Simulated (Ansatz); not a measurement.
In doubt: one-shot GW on d or f shells is unsure (in some of the runs), so the values of those runs are not to be relied on.

The crystal is Cs2InAgCl6 (Fm-3m).

It takes space group Fm-3m (No. 225, cubic). Conventional cell: a = 10.469 Å, b = 10.469 Å, c = 10.469 Å, α = 90.00°, β = 90.00°, γ = 90.00°. Cs has 12 Cl at 3.70 Å nearest. Nearest to In lie 6 Cl at 2.51 Å. Nearest to Ag lie 6 Cl at 2.72 Å. Cl has 1 In at 2.51 Å and 1 Ag at 2.72 Å and 4 Cs at 3.70 Å nearest. Farther neighbours and most contacts between anions are not listed.

```
Cs In Ag Cl
1.0
     0.00000    5.23450    5.23450
     5.23450    0.00000    5.23450
     5.23450    5.23450    0.00000
Cs In Ag Cl
2 1 1 6
Direct
  0.25000 0.25000 0.25000
  0.75000 0.75000 0.75000
  0.00000 0.00000 0.00000
  0.50000 0.50000 0.50000
  0.76021 0.23979 0.23979
  0.23979 0.76021 0.23979
  0.23979 0.76021 0.76021
  0.76021 0.23979 0.76021
  0.23979 0.23979 0.76021
  0.76021 0.76021 0.23979
```

The cell and positions come from the Crystallography Open Database and are kept as given unless a step says otherwise. Spin-orbit coupling is left out unless a run names it.

Gaps computed with Ansatz 0.2.0 without a self-energy: LDA 0.90 eV and HSE06+SOC 2.55 eV.

Question: What gap should G0W0 on LDA give (4×4×4 mesh, 2889 empty bands, screening to 270 eV, hard PAW files)?

About 2.68 eV: on its mesh the run moves the gap from 0.90 eV by +1.78 eV. Bands and cutoff are finite, so the gap is not at the basis limit. The miss can reach some tenths of an eV and take either sign; the mesh is an error of its own. A d shell, filled or nearly so, lies near the gap. One-shot GW converges very slowly in bands there, not always from below, and on a semilocal start the gap tends to come out low; starts rich in exact exchange can overshoot instead. The many-body steps are scalar-relativistic: spin-orbit coupling is not in them.

[Paths, hosts, dates, memory and timing lines, banners, echoed tables and standing remarks are left out of the program output.]

[Logs are printed without paths, hosts, clocks, repeated set-up lines and the standing remarks that a program may print on its own settings, such as how far it seeks lower states.]

[Runs of the session that timed out or met a known fault of the program may be left out.]

[Cells called generated may have been cut or substituted from an entry of the Crystallography Open Database or the Materials Project.]

[Hosts, paths, dates, database ids (printed as entryN), source tags and the programs' standing remarks are cut or masked in the printed files.]
